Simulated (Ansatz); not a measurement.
# LaP (model cell, started as zinc blende): phonons and vibrational spectra, part 2 of 2

Task: relax LaP (model cell, started as zinc blende), then find its harmonic phonons.

Ansatz 0.2.0; DFT PBEsol, scalar-relativistic, plane waves, PAW; PAW set soft_1.

So far. Step 3 (Relaxing to small forces for the phonons): The forces vanish by symmetry and the pressure is -0.009 GPa, within the tolerances set. The cell now holds 35.08 Å³/atom. The relaxed cell has a = 6.547 Å (conventional setting).

The structure was built from a prototype and need not be the compound's stable phase.

## (4) Zone-centre response

The zone centre comes first: it holds the modes that light can see, as far as symmetry allows. The response to a homogeneous field gives the Born charges and the dielectric tensor, and its change with displacement the Raman tensors.

Contents of input.yaml:

```yaml
crystal:
  lattice:
    - [0.0, 3.273660043, 3.273660043]
    - [3.273660043, 0.0, 3.273660043]
    - [3.273660043, 3.273660043, 0.0]
  atoms:
    - { symbol: La, position: [0.0, 0.0, 0.0] }
    - { symbol: P, position: [0.25, 0.25, 0.25] }
kpoints:
  mp_grid: { grid: [8, 8, 8] }
hamiltonian:
  xc: pbesol
  pseudopotentials: { kind: paw, azcp: { folder: soft_1 }, xc_functional: pbe }
scf:
  occupations: { method: fixed }
output:
  eigenvalues: true
phonons:
  method: dfpt
  dielectric: true
  rigid_motions: translations
  raman: true
```

On the command line:

```
$ ansatz run input.yaml --threads 4 --pin off --max-ram 10240MiB --backend cpu --events-out ev --progress --plain --runs-dir out
```

Numbers of over 12 decimals in the logs are rounded to 6 here.

The log of the run:

```text
[...]
Crystal: 2 atoms, lattice volume = 70.167 Å³
Basis set: ecut = 420 eV, 1363 PW (Γ), exchange–correlation on 64×64×64 points (8 copies of the dense FFT grid, shifted against one another)
Bands: 12, of which v1, the nominal top of the filled ones, is band 8 counted from 1 (7 counted from 0)
Symmetry: 24 space group operations
k-points: 95 of 512 (irreducible under 4 space group operations, time reversal used)
[...]
SCF iter   1: F=—  HF=-6903.937676 eV  |F-HF|=—  |Δ(HF+E_count)|=         —  Δρ=2.96e-2  dr2=1.38e0  ethr=3.10e-3  ⟨swp⟩=5.3  Hψ=5958  notcnv=0  defer=75
[...]
SCF iter  10: F=-6903.545507 eV  HF=-6903.545507 eV  |F-HF|=3.27e-11  |Δ(HF+E_count)|=  3.90e-10  Δρ=1.58e-7  dr2=3.95e-11  ethr=1.00e-12  ⟨swp⟩=12.4  Hψ=9220  notcnv=0
SCF 1 converged in 10 iterations: F = -6903.545507 eV  dr2 = 3.95e-11
[...]
DFPT response loops at Γ: preconditioner auto → none (the input reference at scf.mixing.eps_inf says where Resta's filter doesn't serve); β = 0.50; Broyden in place of MSR1
── the response to a field inside a basis, on 8×8×8 k-points: an SCF that follows is theirs, and a resumed run solves both again ──
Bands: 9, of which v1, the nominal top of the filled ones, is band 8 counted from 1 (7 counted from 0)
k-points: 60
[...]
Eigensolver: Dense (60 Hₖ)
SCF iter   1: F=—  HF=-6903.544313 eV  |F-HF|=—  |Δ(HF+E_count)|=         —  Δρ=2.57e-5  dr2=1.20e-7  ethr=1.00e-1
[...]
SCF iter   4: F=-6903.544313 eV  HF=-6903.544313 eV  |F-HF|=4.64e-11  |Δ(HF+E_count)|=   2.72e-8  Δρ=2.17e-7  dr2=2.67e-11  ethr=5.83e-11
SCF 1 converged in 4 iterations: F = -6903.544313 eV  dr2 = 2.67e-11
[...]
SCF converged after 10 iterations
Free energy (F): -6903.545507 eV
[...]
Internal energy: -6903.545507 eV  (E = F + TS)
E sigma→0 (E₀):  -6903.545507 eV
Fermi energy:    5.851587 eV
[...]
--- Band table (eV; the first three rows and the last of 95) ---
  k-point 0: bands = [... 4 lower, -2.6109, 4.5322, 4.5322, 4.5322, 7.5146, 8.7197, 8.7197, 8.7197]
  k-point 1: bands = [... 4 lower, -2.5077, 4.4214, 4.6030, 4.6030, 7.8033, 8.5838, 8.5838, 8.7031]
  k-point 2: bands = [... 4 lower, -2.2749, 4.3514, 4.7623, 4.7623, 8.1926, 8.4471, 8.4471, 8.6725]
  k-point 94: bands = [... 4 lower, -1.7551, 4.6238, 4.8154, 5.8516, 7.2563, 8.3763, 8.6036, 8.7050]
--- Phonons (Γ-DFPT): 2 representative perturbations + reference, on 95 of 512 k-points (Σ response iterations 6) ---
  k mesh reduced under 4 symmetry operations, with k and −k counted as one. Each operation leaves every solved perturbation unchanged. A smaller set is not considered because the run solves the response to a homogeneous field
  ASR residual: 1.417e-4 → 0.000e0 eV/Å²; symmetrization residual: 4.354e-7 eV/Å²
  ASR residual per site (eV/Å²): 5.87e-5 1.42e-4
  Γ frequencies (cm⁻¹): 0.00 0.00 0.00 239.56 239.56 239.56
  ε∞ (high-frequency dielectric tensor):
        8.573368     0.000000    -0.000000
        0.000000     8.573368    -0.000000
       -0.000000    -0.000000     8.573368
  ε⁰ (static dielectric tensor: ions relaxed, cell fixed):
       13.586192    -0.000000     0.000000
       -0.000000    13.586192     0.000000
        0.000000     0.000000    13.586192
  ε⁰ − ε∞ (ionic part):
        5.012823    -0.000000     0.000000
       -0.000000     5.012823     0.000000
        0.000000     0.000000     5.012823
  softest optical mode at Γ: 239.56 cm⁻¹; the repairs (sum rule, projections) moved no ω² at Γ by more than (1.13 cm⁻¹)²
  Born effective charges Z* (e; rows j = field, columns β = displacement):
    site 0:
         3.22325    0.00000    0.00000
        -0.00000    3.22325    0.00000
         0.00000    0.00000    3.22325
    site 1:
        -3.22325   -0.00000   -0.00000
         0.00000   -3.22325   -0.00000
        -0.00000   -0.00000   -3.22325
  Z* charge neutrality: 1.211e-3 e pre-enforcement
  solved inside a basis spanned on kpoints, on 8×8×8 k-points transformed towards the longest dipole: ε∞ is read to err by 2.6e-2, Z* by 1.2e-2 e (field_mesh: kpoints solves on kpoints); Z* is corrected for what the basis lacks
  Raman tensors (in the event stream and the table raman_tensors.tsv): an entry may err by 2.6e-1 Å², one of the second-order susceptibility by 5.6e0 pm/V (basis, points and sum rule); their sum over the sites missed zero by 7.260e-5 Å² ahead of its enforcement
  optical modes at Γ without the LO–TO term, one row a degenerate level:
      ω (cm⁻¹)  modes    IR ((D/Å)²/amu)  static Raman (Å⁴/amu)  depolarisation
        239.56      3            28.3921               712.2114           0.750
  optical modes at Γ + LO–TO along q̂ = [1.0000, 0.0000, 0.0000]:
      ω (cm⁻¹)  modes    IR ((D/Å)²/amu)  static Raman (Å⁴/amu)  depolarisation
        239.56      2            18.9280               474.8076           0.750
        301.57      1             9.4640               433.4826           0.750
  optical modes at Γ + LO–TO along q̂ = [0.0000, 1.0000, 0.0000]:
      ω (cm⁻¹)  modes    IR ((D/Å)²/amu)  static Raman (Å⁴/amu)  depolarisation
        239.56      2            18.9280               474.8076           0.750
        301.57      1             9.4640               433.4826           0.750
  optical modes at Γ + LO–TO along q̂ = [0.0000, 0.0000, 1.0000]:
      ω (cm⁻¹)  modes    IR ((D/Å)²/amu)  static Raman (Å⁴/amu)  depolarisation
        239.56      2            18.9280               474.8076           0.750
        301.57      1             9.4640               433.4826           0.750
```

Run time: 60 s. Hardware: 4 threads of Arm Neoverse V2, shared host; peak memory 0.84 GiB; 3.8 min of CPU time.

In the SCF lines HF is the Harris–Foulkes energy and dr2 the Hartree energy of the density residual, in eV; the loop may stop once dr2 is under the threshold and the program's other checks hold. Hψ counts applications of the Hamiltonian.

Numbers from this step:

| Quantity | Value |
| --- | --- |
| sum-rule residual before enforcement | 1.42e-4 eV/Å² |
| miss of the charge sum rule | 0.001211 e |
| estimated error of the dielectric tensor | 0.02646 |
| estimated error of the Born charges | 0.01238 e |
| point group | -43m |
| highest optical mode at the zone centre (no LO-TO term) | 239.6 cm⁻¹ |
| lowest optical zone-centre mode | 239.6 cm⁻¹ |
| mean high-frequency dielectric constant | 8.573 |
| largest Born charge (third of the trace) | 3.223 e |
| mean static dielectric constant | 13.59 |
| top of the zone-centre spectrum with the field | 301.6 cm⁻¹ |

Without the LO-TO term. Patterns of degenerate modes are one choice out of their space. Modes at Γ, with each element's share of the kinetic energy:

```tsv
mode	frequency (cm⁻¹)	symmetry	La %	P %
1	0.0	acoustic	82	18
2	0.0	acoustic	82	18
3	0.0	acoustic	82	18
4	239.6	T2	18	82
5	239.6	T2	18	82
6	239.6	T2	18	82
```

Displacements in mode 4 (239.6 cm⁻¹), the largest set to 1:
```
La1  0.00 -0.04 -0.22
P2   0.00  0.17  1.00
```

Optical modes at the zone centre, without and with the macroscopic field of the longitudinal modes; each column is sorted by frequency, so a row need not hold one and the same mode. Modes with and without the field, by row:

```tsv
rank among optical modes	no field (cm⁻¹)	q along (1, 0, 0) (cm⁻¹)
1	239.6	239.6
2	239.6	239.6
3	239.6	301.6
```

Born charge (rows field, columns displacement) (e), principal values of the symmetric part by kind of site:

```tsv
atom	atoms with these values	low	middle	high	mean
La1	1	3.22	3.22	3.22	3.22
P2	1	-3.22	-3.22	-3.22	-3.22
```

In full for P2:

```
-3.22  0.00  0.00
 0.00 -3.22  0.00
 0.00  0.00 -3.22
```

High-frequency dielectric tensor:

```
8.57 0.00 0.00
0.00 8.57 0.00
0.00 0.00 8.57
```

Static dielectric tensor (ions relaxed, fixed cell):

```
13.59  0.00  0.00
 0.00 13.59  0.00
 0.00  0.00 13.59
```

Transverse modes. Infrared lines, with heights relative to the strongest:

```tsv
position (cm⁻¹)	label	relative intensity
240	T2	100
```

Activity x (w_L - w)^4 (n + 1)/w, 532 nm, 300 K; the tensors are static ones, while 532 nm light lies above the computed direct gap, where resonance would change the heights; modes without the macroscopic field alone. Lines of the Raman spectrum (strongest = 100):

```tsv
position (cm⁻¹)	label	relative intensity
240	T2	100
```

Static second-order susceptibility (pm/V), twice the coefficient d of second-harmonic generation. Second order susceptibility, by row:

```tsv
field along	xx	yy	zz	yz	xz	xy
x	0	0	0	367.4	0	0
y	0	0	0	0	367.4	0
z	0	0	0	0	0	367.4
```

Before it was imposed, the acoustic sum rule was missed by 1.4e-4 eV/Å² and the charge sum rule by 0.0012 e. Small misses are needed for a sound result but don't prove that mesh and cutoff are converged. The lowest optical mode is real, 240 cm⁻¹.

## (5) The dispersion

Stability and thermal properties need the whole zone. Linear response on a 4×4×4 q mesh gives force constants as far as a supercell of that size would, and the tensors from the zone-centre run are typed in so that the long-range dipole term is interpolated apart.

input.yaml, the sections that differ from step 4:

```yaml
phonons:
  method: dfpt
  qmesh: [4, 4, 4]
  temperatures: { t_max: 1000, t_step: 50 }
  qpath:
    path:
      - [[0.0, 0.0, 0.0], [-0.5, -0.5, 0.0], [-0.375, -0.375, 0.25]]
      - [[-0.375, 0.0, 0.375], [0.0, 0.0, 0.0], [0.0, 0.0, 0.5], [-0.5, -0.25, 0.25], [-0.5, -0.5, 0.0]]
    npoints: 10
  non_analytic_term:
    high_frequency_dielectric_tensor: [[8.5734, 0.0, 0.0], [0.0, 8.5734, 0.0], [0.0, 0.0, 8.5734]]
    born_effective_charges:
      - { species: La, tensor: [[3.2232, 0.0, 0.0], [0.0, 3.2232, 0.0], [0.0, 0.0, 3.2232]] }
      - { species: P, tensor: [[-3.2232, 0.0, 0.0], [0.0, -3.2232, 0.0], [0.0, 0.0, -3.2232]] }
    source: "zone-centre run at this cell"
# crystal, kpoints, hamiltonian, scf, output: as in step 4
```

The log of the run:

```text
Warning: phonons: the dynamical matrix that this run interpolates holds no multipole term above the dipole-dipole one, and a site of this crystal is no centre of inversion, so its interpolated transverse optical and acoustic branches and sound speeds can stay off near Gamma, and the density of states and the thermodynamics with them. What a run solves at a wave vector of phonons.qpoints, Gamma apart, where the deck admits one, is free of this, and under fd what a larger phonons.supercell samples
[...]
Crystal: 2 atoms, lattice volume = 70.167 Å³
Basis set: ecut = 420 eV, 1363 PW (Γ), exchange–correlation on 64×64×64 points (8 copies of the dense FFT grid, shifted against one another)
Bands: 12, of which v1, the nominal top of the filled ones, is band 8 counted from 1 (7 counted from 0)
Symmetry: 24 space group operations
k-points: 29 of 512 (time reversal used)
[...]
SCF iter   1: F=—  HF=-6903.937735 eV  |F-HF|=—  |Δ(HF+E_count)|=         —  Δρ=2.96e-2  dr2=1.38e0  ethr=3.10e-3  ⟨swp⟩=5.3  Hψ=1829  notcnv=0  defer=22
[...]
SCF iter  11: F=-6903.545507 eV  HF=-6903.545507 eV  |F-HF|=0.00e0  |Δ(HF+E_count)|=  9.09e-13  Δρ=1.21e-8  dr2=8.78e-14  ethr=1.00e-12  ⟨swp⟩=10.2  Hψ=2371  notcnv=0
SCF 1 converged in 11 iterations: F = -6903.545507 eV  dr2 = 8.78e-14
[...]
NSCF: frozen V_eff on 29 k-points
[...]
DFPT response loops at q = (0, 0, 0) (fractional): preconditioner auto → none (the input reference at scf.mixing.eps_inf says where Resta's filter doesn't serve); β = 0.50; Broyden in place of MSR1
[...]
SCF converged after 11 iterations
Free energy (F): -6903.545507 eV
[...]
Internal energy: -6903.545507 eV  (E = F + TS)
E sigma→0 (E₀):  -6903.545507 eV
Fermi energy:    5.851586 eV
[...]
--- Band table (eV; the first three rows and the last of 29) ---
  k-point 0: bands = [... 4 lower, -2.6109, 4.5322, 4.5322, 4.5322, 7.5146, 8.7197, 8.7197, 8.7197]
  k-point 1: bands = [... 4 lower, -2.5077, 4.4214, 4.6030, 4.6030, 7.8033, 8.5838, 8.5838, 8.7031]
  k-point 2: bands = [... 4 lower, -2.2749, 4.3514, 4.7623, 4.7623, 8.1926, 8.4471, 8.4471, 8.6725]
  k-point 28: bands = [... 4 lower, -1.7551, 4.6238, 4.8154, 5.8516, 7.2563, 8.3763, 8.6036, 8.7050]
--- Phonons (Γ-DFPT): 2 representative perturbations + reference (Σ response iterations 6) ---
  ASR residual: 1.163e-5 → 0.000e0 eV/Å²; symmetrization residual: 6.696e-7 eV/Å²
  ASR residual per site (eV/Å²): 1.16e-5 9.99e-6
  Γ frequencies (cm⁻¹): 0.00 0.00 0.00 239.56 239.56 239.56
--- Phonons (arbitrary-q DFPT): 8 irreducible q on the 4×4×4 mesh ---
  q = [0.0000, 0.0000, 0.0000] (star 1, of the zone-centre solve; hermiticity 2.51e-7, symmetrization 8.67e-13): -0.00 0.00 0.00 239.56 239.56 239.56
  q = [0.0000, 0.0000, 0.2500] (star 8, 2 solved perturbations on 288 of 512 k-point pairs; hermiticity 2.40e-7, symmetrization 5.03e-13): 18.64 18.64 83.41 236.22 236.22 290.36
[...]
q = [0.0000, 0.2500, 0.2500] (star 6, 4 solved perturbations in 528 linear systems a pass and spin channel, the states on 164 of 512 k-point pairs; hermiticity 4.03e-7, symmetrization 4.98e-14): 37.03 37.03 88.18 229.78 229.78 291.03
[...]
sum rule: each row above includes the acoustic sum rule's correction from the zone centre's row sums; it moved no ω² by more than (0.30 cm⁻¹)²
  mesh force constants: q→R imaginary residual 1.79e-18; ASR residual 1.163e-5 → 0.000e0 eV/Å²; symmetrization residual 1.998e-15 eV/Å²
  interpolated dispersion: 63 rows × 6 modes
  density of states and harmonic sums: on the 16×16×16 q-mesh, interpolated from the force constants of a 4×4×4 supercell (with the dipole–dipole term of supplied tensors)
  largest difference from the sums on the solved wave vectors: F 6.13e-3 eV, S 8.93e-6 and C_V 2.79e-6 eV/K
  zero-point energy: 0.058848 eV/cell   skipped modes (ω ≤ 0): 10, of them read as no rigid motion or as one in doubt: 7 (1.367e-2 modes/cell left out, lowest -4.89 cm⁻¹)   left out of the sums: 2.40e-3 of the cell's modes: C_V's classical limit lies that fraction below 3 k_B per atom; for a crystal, a wire or a layer, F and S can be off by more, and a phonons.interpolated_qmesh denser along its periods is the remedy for the sampling
```

Run time: 1.7 min. Hardware: 4 threads; peak memory 1.3 GiB.

Numbers from this step:

```
sum-rule residual before enforcement                    : 1.16e-5 eV/Å²
lowest frequency on the path                            : -4.391 cm⁻¹
highest frequency on the path or at a solved wavevector : 301.6 cm⁻¹
lowest mode on the q mesh (acoustic modes at Γ apart)   : 18.64 cm⁻¹
```

Frequencies (cm⁻¹) solved at each irreducible wavevector; negative means imaginary. Frequencies by wavevector, by row:

```tsv
q in reciprocal lattice units	star	mode 1	mode 2	mode 3	mode 4	mode 5	mode 6
0 0 0	1	0	0	0	239.6	239.6	239.6
0 0 0.25	8	18.6	18.6	83.4	236.2	236.2	290.4
0 0 -0.5	4	27.8	27.8	131.8	232.7	232.7	270.8
0 0.25 0.25	6	37	37	88.2	229.8	229.8	291
0 0.25 -0.5	24	46.5	72.9	124.7	225.4	229	271.1
0 0.25 -0.25	12	32.6	73.4	111	231.9	231.9	274.7
0 -0.5 -0.5	3	60	60	138.8	218	218	272
0.25 -0.5 -0.25	6	73.7	81.1	128.4	219.6	232.5	262.6
```

Interpolated from a 4×4×4 q mesh, with the LO-TO term (at Γ the limit along the path; where Γ stands inside the path, tables give the limit on arrival). Phonon branches along the path, in cm⁻¹:

```tsv
point	branch 1	branch 2	branch 3	branch 4	branch 5	branch 6
Γ	0	0	0	240	240	302
halfway	37	37	88	230	230	291
X	60	60	139	218	218	272
halfway	57	71	136	220	221	270
U	50	86	130	223	226	267
jump to K	50	86	130	223	226	267
halfway	22	54	90	234	235	284
Γ	0	0	0	240	240	302
halfway	19	19	83	236	236	290
L	28	28	132	233	233	271
halfway	45	71	128	227	233	268
W	74	81	128	220	232	263
halfway	67	70	134	219	224	268
X	60	60	139	218	218	272
```

The phonon branches as a text plot (rows in cm⁻¹):

```
    295 |*******                 ************
    282 |       ****           **            **
    270 |           ***********                **********   *****
    257 |                                                ***
    244 |***                      *********
    231 |   *****         **********       *******************
    219 |        **********                            **********
    206 |
    193 |
    180 |
    168 |
    155 |
    142 |           ****                                       **
    129 |         **    ****                    ***************
    117 |        *          ***                *
    104 |       *              *              *
     91 |      *          ***   *            *
     78 |               **   **  *          *          *******
     66 |    **     ****       *           *         **  *  *****
     53 |   *    ***   ****     * **      *         *  **
     40 |  *   **          ****  *  *    *         ****
     27 |    **                ** **         *******
     15 | * *                    *  **  *  **
      2 |***                      *********
         Γ           X  U|K            Γ         L        W     X
```

Tetrahedra on a 16×16×16 mesh, mean over bins of 5 cm-1. Interpolated from a 4×4×4 q mesh. Phonon density of states against wavenumber; read off at these points:

```tsv
wavenumber (cm⁻¹)	phonon density of states (1/cm⁻¹/cell)
-8	0
8	0.00343
22	0.0130
38	0.0340
52	0.0379
58	0.0396
68	0.0277
82	0.0290
98	0.00717
112	0.0133
128	0.0610
142	0
152	0
168	0
182	0
198	0
212	0
228	0.0962
232	0.174
242	0
258	0
268	0.0606
272	0.0508
288	0.0155
302	5.3e-4
```

The partial phonon density of states has structure finer than the step of the table below, so its rows give means over 10 cm⁻¹, whole bins alone (the curve runs from -15 to 320 cm⁻¹). Peaks (cm⁻¹: height): La 54.5: 0.0336, 126.1: 0.0498, 231.4: 0.0284; P 231.4: 0.125, 269.3: 0.0591.

Phonopy on the run's constants, 15x15x15 mesh, Gaussian sigma 2.4 cm-1. Interpolated from a 4×4×4 q mesh. Partial phonon density of states against wavenumber; means over each step; values in 1/cm⁻¹/cell:

```tsv
wavenumber (cm⁻¹)	La	P
-10	3.9e-4	9.0e-5
0	0.00167	3.8e-4
10	0.00382	9.0e-4
20	0.00980	0.00236
30	0.0221	0.00549
40	0.0271	0.00673
50	0.0302	0.00732
60	0.0289	0.00668
70	0.0218	0.00465
80	0.0214	0.00429
90	0.00910	0.00156
100	0.00708	8.9e-4
110	0.0110	0.00104
120	0.0248	0.00126
130	0.0335	8.1e-4
140	0.00269	2.5e-5
150	1.8e-6	0
160	0	0
170	0	0
180	0	0
190	0	0
200	0	0
210	1.4e-4	5.8e-4
220	0.00872	0.0354
230	0.0228	0.0988
240	0.00627	0.0268
250	1.3e-5	5.5e-5
260	1.1e-4	0.00718
270	0.00173	0.0479
280	0.00211	0.0229
290	0.00181	0.0117
300	7.1e-4	0.00365
310	5.3e-6	2.8e-5
```

Second derivatives of the energy by pair, one row for each kind of neighbour of each atom listed. Each entry sums the pair over the periodic images of the supercell that the q mesh stands for, and in a polar crystal it holds the long-range dipole part too. Force constants by pair, by row:

```tsv
atom	neighbour	distance (Å)	third of the trace (eV/Å²)	along the pair's line (eV/Å²)
La1	itself	0	7.236	–
La1	P	2.835	-1.553	-3.764
La1	La	4.63	-0.0895	-0.5927
La1	P	5.429	-0.0218	0.1981
La1	La	6.547	-0.0242	-0.1201
La1	P	7.135	0.0612	0.1775
P2	itself	0	5.985	–
P2	La	2.835	-1.553	-3.764
P2	P	4.63	0.0164	-0.4864
P2	La	5.429	-0.0218	0.1981
P2	P	6.547	-0.024	-0.108
P2	La	7.135	0.0612	0.1775
```

Symmetry leaves 8 wavevectors to solve. The lowest mode among them, the acoustic zeros apart, lies at q = (0, 0, 0.25) and is real, 18.6 cm⁻¹.

## (6) What came out

| Quantity | Value |
| --- | --- |
| space group after relaxation (within 0.01 Å) | F-43m |
| volume per atom | 35.1 Å³ |
| gap on the k-mesh | 1.40 eV |
| highest optical mode at the zone centre (no LO-TO term) | 240 cm⁻¹ |
| top of the zone-centre spectrum with the field | 302 cm⁻¹ |
| lowest optical zone-centre mode | 240 cm⁻¹ |
| mean high-frequency dielectric constant | 8.57 |
| mean static dielectric constant | 13.6 |
| largest Born charge (third of the trace) | 3.22 e |
| lowest mode on the q mesh (acoustic modes at Γ apart) | 18.6 cm⁻¹ |
| highest frequency on the path or at a solved wavevector | 302 cm⁻¹ |
| imaginary modes on the 4×4×4 q mesh | none |

In words: No mode is imaginary at the 8 irreducible wavevectors solved, but between them the interpolated path dips to 4.4i cm⁻¹, so stability is not settled. Without the field, the optical modes at Γ form one degenerate level at 240 cm⁻¹. The highest mode in this list at Γ, 239.6 cm⁻¹, is mostly motion of P (82 % of the kinetic energy). With the macroscopic field of the longitudinal modes the top of the zone-centre spectrum lies at 302 cm⁻¹, against 240 cm⁻¹ without it. Lattice motion raises the mean dielectric constant from 8.573 to 13.59. The strongest infrared line is at 240 cm⁻¹. Averaged over orientations, the strongest Raman line at 532 nm and 300 K is at 240 cm⁻¹, among the modes without the field; their longitudinal partners can be Raman active too. The tensors are the static, non-resonant ones, while 532 nm light (2.33 eV) lies above the computed gap. The program warns that the interpolation holds no quadrupole term, so branches close to Γ can be off in this crystal. Spin-orbit coupling is left out, which can matter for the heavy elements here. The PAW files were made for PBE and serve the other functionals too. The starting cell was built on a prototype and not taken from a measurement, so the phase need not exist. These are harmonic frequencies at zero temperature: anharmonic shifts, linewidths and thermal expansion are left out.

[Logs are printed without paths, hosts, clocks, repeated set-up lines and the standing remarks that a program may print on its own settings, such as how far it seeks lower states.]

[Hosts, paths, dates, database ids (printed as entryN), source tags and the programs' standing remarks are cut or masked in the printed files.]
